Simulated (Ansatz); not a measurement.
# Lattice dynamics of CdF2 monolayer (1T), part 2 of 3

Wanted: phonon frequencies of CdF2 monolayer (1T) and what follows from them.

Ansatz 0.2.0; DFT LDA, scalar-relativistic, plane waves, PAW; PAW set soft_1.

So far. Step 4 (Relaxing to small forces for the phonons): The largest force component left is 0.063 meV/Å, within the tolerances set.

### Step 5. Modes at Γ

The zone centre comes first: it holds the modes that light can see, as far as symmetry allows. The response to a homogeneous field gives the Born charges and the dielectric tensor, and its change with displacement the Raman tensors.

input.yaml

```yaml
crystal:
  lattice:
    - [3.4401914219, 0.0, 0.0]
    - [-1.7200957109, 2.9792931652, 0.0]
    - [0.0, 0.0, 27.6]
  atoms:
    - { symbol: Cd, position: [0.0, 0.0, 0.3623188406] }
    - { symbol: F, position: [0.3333333333, 0.6666666667, 0.3975732755] }
    - { symbol: F, position: [0.6666666667, 0.3333333333, 0.3270644057] }
  periodic: [true, true, false]
kpoints:
  mp_grid: { grid: [12, 12, 1] }
hamiltonian:
  xc: lda
  pseudopotentials: { kind: paw, azcp: { folder: soft_1 }, xc_functional: pbe }
scf:
  occupations: { method: fixed }
output:
  eigenvalues: true
phonons:
  method: dfpt
  dielectric: true
  raman: true
```

Run with:

```
$ ansatz run input.yaml --threads 4 --pin off --max-ram 16384MiB --backend cpu --events-out ev --progress --plain --runs-dir out
```

Numbers of over 12 decimals in the logs are rounded to 6 here.

The log of the run:

```text
Warning: phonons.dielectric: true without phonons.rigid_motions: the static dielectric tensor ε⁰ will be withheld (ε∞, Z* and the rows of modes are given); for a crystal or a slab, whose only rigid motions are the translations, set phonons.rigid_motions: translations
Warning: crystal.symmetry: narrowed to the stabiliser of the run's FFT grids — unitary ops 12 → 6. A phonons.method: dfpt run fills in the rows of the dynamical matrix that it does not solve by its symmetry operations, which is exact only for operations that map its FFT grids onto themselves: filled in by any other, the frequencies could depend on the order in which like atoms are typed, or, by more than the grids' own error, on where the crystal sits among the grids' points. Excluded: 6 operations. The run can therefore solve more perturbations, solve them on more k-points, or both, and cost more. [rest of the remark cut]
[...]
Crystal: 3 atoms, lattice volume = 282.882 Å³
Basis set: ecut = 420 eV, 5529 PW (Γ), exchange–correlation on 48×48×384 points (8 copies of the dense FFT grid, shifted against one another)
Bands: 21, of which v1, the nominal top of the filled ones, is band 17 counted from 1 (16 counted from 0)
Symmetry: 12 space group operations
k-points: 43 of 144 (irreducible under 2 space group operations, time reversal used)
[...]
SCF iter   1: F=—  HF=-9707.372271 eV  |F-HF|=—  |Δ(HF+E_count)|=         —  Δρ=4.01e-2  dr2=4.58e0  ethr=3.10e-3  ⟨swp⟩=6.9  Hψ=4457  notcnv=0  defer=70
[...]
SCF iter   9: F=-9705.915559 eV  HF=-9705.915559 eV  |F-HF|=5.28e-11  |Δ(HF+E_count)|=  3.82e-10  Δρ=1.86e-7  dr2=3.42e-11  ethr=1.00e-12  ⟨swp⟩=19.7  Hψ=9899  notcnv=0
SCF 1 converged in 9 iterations: F = -9705.915559 eV  dr2 = 3.42e-11
[...]
DFPT response loops at Γ: preconditioner auto → none (the input reference at scf.mixing.eps_inf says where Resta's filter doesn't serve); β = 0.50; Broyden in place of MSR1
── the response to a field inside a basis, on 12×12×1 k-points: an SCF that follows is theirs, and a resumed run solves both again ──
Bands: 18, of which v1, the nominal top of the filled ones, is band 17 counted from 1 (16 counted from 0)
k-points: 42 of 144 (irreducible under 2 space group operations, time reversal used)
[...]
Eigensolver: Dense (42 Hₖ)
SCF iter   1: F=—  HF=-9705.910047 eV  |F-HF|=—  |Δ(HF+E_count)|=         —  Δρ=2.10e-4  dr2=2.42e-5  ethr=1.00e-1
[...]
SCF iter   6: F=-9705.910039 eV  HF=-9705.910039 eV  |F-HF|=1.46e-11  |Δ(HF+E_count)|=  3.87e-10  Δρ=1.29e-7  dr2=2.72e-11  ethr=3.98e-12
SCF 1 converged in 6 iterations: F = -9705.910039 eV  dr2 = 2.72e-11
[...]
SCF converged after 9 iterations
Free energy (F): -9705.915559 eV
[...]
Internal energy: -9705.915559 eV  (E = F + TS)
E sigma→0 (E₀):  -9705.915559 eV
Fermi energy:    -8.879477 eV
[...]
--- Band table (eV; the first three rows and the last of 43) ---
  k-point 0: bands = [... 13 lower, -10.4892, -10.1349, -8.8795, -8.8795, -5.0794, -1.7604 (-1.7604°), -0.0480, 0.1883]
  k-point 1: bands = [... 13 lower, -10.3834, -10.0942, -8.9978, -8.9046, -4.8664, -1.6095 (-1.6095°), 0.0627, 0.3105]
  k-point 2: bands = [... 13 lower, -10.3899, -9.9985, -9.2911, -8.9571, -4.2859, -1.1934 (-1.1934°), 0.3919, 0.6741]
  k-point 42: bands = [... 13 lower, -11.0001, -10.3946, -9.3944, -9.2456, -1.4417, 1.1990 (1.1990°), 1.6753, 3.0613]
  ° read free of the cell's end (the report's vacuum.weakly_bound_levels)
--- Phonons (Γ-DFPT): 6 representative perturbations + reference, on 43 of 144 k-points (Σ response iterations 27) ---
  ASR residual: 1.578e-4 → 0.000e0 eV/Å²; symmetrization residual: 8.664e-6 eV/Å²
  The last average, over the group as it would stand without the narrowing to the FFT grids, took up to 2.543e-6 eV/Å² of the zone centre's force constants
  ASR residual per site (eV/Å²): 1.30e-5 1.55e-4 1.58e-4
  Γ frequencies (cm⁻¹): 0.00 0.00 0.00 257.44 257.44 294.99 294.99 310.16 324.77
  ε∞ (high-frequency dielectric tensor):
        1.274147    -0.000000     0.000000
       -0.000000     1.274147     0.000000
        0.000000     0.000000     1.085256
  α∞ (the layer's polarisability for a field applied outside it; Å, Gaussian; ε∞ is over the cell's 27.600 Å):
        0.602119    -0.000000     0.000000
       -0.000000     0.602119     0.000000
        0.000000     0.000000     0.187251
  ε⁰ (static dielectric tensor): not given — the deck does not say what the cell's rigid motions are, and on a molecule in a box or a wire the rigid rotations would enter the sum over the modes at Γ. For a crystal or a slab, whose only rigid motions are the translations, set phonons.rigid_motions: translations.
  Born effective charges Z* (e; rows j = field, columns β = displacement):
    site 0:
         2.54722   -0.00000    0.00000
        -0.00000    2.54722    0.00000
         0.00000    0.00000    0.71512
    site 1:
        -1.27361    0.00000   -0.00000
         0.00000   -1.27361   -0.00000
        -0.00000   -0.00000   -0.35756
    site 2:
        -1.27361    0.00000   -0.00000
         0.00000   -1.27361   -0.00000
        -0.00000   -0.00000   -0.35756
  Z* charge neutrality: 6.270e-5 e pre-enforcement
  k-mesh period / interband length: 27.6 Å / 0.69 Å = 40.27 at k = (0.0000, 0.0000, 0.0000), direct gap 3.800 eV — 14 or more, which is no proof of convergence; an axis of the mesh has one division: compare the results on two meshes, or along an axis of vacuum in a longer cell
  Raman tensors (in the event stream and the table raman_tensors.tsv): an entry may err by 6.8e-3 Å², one of the second-order susceptibility by 4.1e-21 pm/V (basis, points and sum rule); their sum over the sites missed zero by 1.110e-16 Å² ahead of its enforcement
  optical modes at Γ without the LO–TO term, one row a degenerate level:
      ω (cm⁻¹)  modes    IR ((D/Å)²/amu)  static Raman (Å⁴/amu)  depolarisation
        257.44      2             0.0000                 2.5336           0.750
        294.99      2            10.5423                 0.0000               —
        310.16      1             0.0000                 5.6353           0.050
        324.77      1             0.4155                 0.0000               —
```

Run time: 3.9 min. Hardware: 4 threads of Arm Neoverse V1, shared host; peak memory 1.8 GiB.

Reading the cycles: dr2 is the Hartree energy of the density residual (eV), the measure of convergence; HF is the Harris–Foulkes estimate of the energy, which meets the free energy F at convergence.

This step gave:

| Item | Value |
| --- | --- |
| sum-rule residual before enforcement | 1.58e-4 eV/Å² |
| miss of the charge sum rule | 6.27e-5 e |
| point group | -3m |
| highest optical mode at the zone centre (no LO-TO term) | 324.8 cm⁻¹ |
| lowest optical zone-centre mode | 257.4 cm⁻¹ |
| largest Born charge (third of the trace) | 1.936 e |

Without the LO-TO term. Patterns of degenerate modes are one choice out of their space. The modes at Γ (shares of kinetic energy by element, %):

| mode | frequency (cm⁻¹) | symmetry | Cd % | F % |
| --- | --- | --- | --- | --- |
| 1 | 0.0 | acoustic | 75 | 25 |
| 2 | 0.0 | acoustic | 75 | 25 |
| 3 | 0.0 | acoustic | 75 | 25 |
| 4 | 257.4 | Eg | 0 | 100 |
| 5 | 257.4 | Eg | 0 | 100 |
| 6 | 295.0 | Eu | 25 | 75 |
| 7 | 295.0 | Eu | 25 | 75 |
| 8 | 310.2 | A1g | 0 | 100 |
| 9 | 324.8 | A2u | 25 | 75 |

Displacements in mode 4 (257.4 cm⁻¹), the largest set to 1:
```
Cd1  0.00  0.00  0.00
F2   0.25 -1.00  0.00
F3  -0.25  1.00  0.00
```

Displacements in mode 9 (324.8 cm⁻¹), the largest set to 1:
```
Cd1  0.00  0.00 -0.34
F2   0.00  0.00  1.00
F3   0.00  0.00  1.00
```

High-frequency dielectric tensor, averaged over the cell of height 27.6 Å or as lengthened by the program, vacuum included. Tensor:

|  | x | y | z |
| --- | --- | --- | --- |
| x | 1.274 | 0 | 0 |
| y | 0 | 1.274 | 0 |
| z | 0 | 0 | 1.085 |

Born charge (rows field, columns displacement) (e), principal values of the symmetric part by kind of site:

| atom | atoms with these values | low | middle | high | mean |
| --- | --- | --- | --- | --- | --- |
| Cd1 | 1 | 0.72 | 2.55 | 2.55 | 1.94 |
| F2 | 2 | -1.27 | -1.27 | -0.36 | -0.97 |

In full for Cd1:

```
2.55 0.00 0.00
0.00 2.55 0.00
0.00 0.00 0.72
```

Transverse modes. Lines of the infrared spectrum (strongest = 100):

| position (cm⁻¹) | label | relative intensity |
| --- | --- | --- |
| 257 | Eg | 0.0 |
| 295 | Eu | 100 |
| 310 | A1g | 0.0 |
| 325 | A2u | 3.9 |

Activity x (w_L - w)^4 (n + 1)/w, 532 nm, 300 K. Raman lines, with heights relative to the strongest:

| position (cm⁻¹) | label | relative intensity |
| --- | --- | --- |
| 257 | Eg | 60 |
| 295 | Eu | 0.0 |
| 310 | A1g | 100 |
| 325 | A2u | 0.0 |

Before it was imposed, the acoustic sum rule was missed by 1.6e-4 eV/Å² and the charge sum rule by 6.3e-5 e. Small misses are needed for a sound result but don't prove that mesh and cutoff are converged. The lowest optical mode is real, 257 cm⁻¹.

(Part 2 of 3 ends here.)

[Logs are printed without paths, hosts, clocks, repeated set-up lines and the standing remarks that a program may print on its own settings, such as how far it seeks lower states.]

[Hosts, paths, dates, database ids (printed as entryN), source tags and the programs' standing remarks are cut or masked in the printed files.]
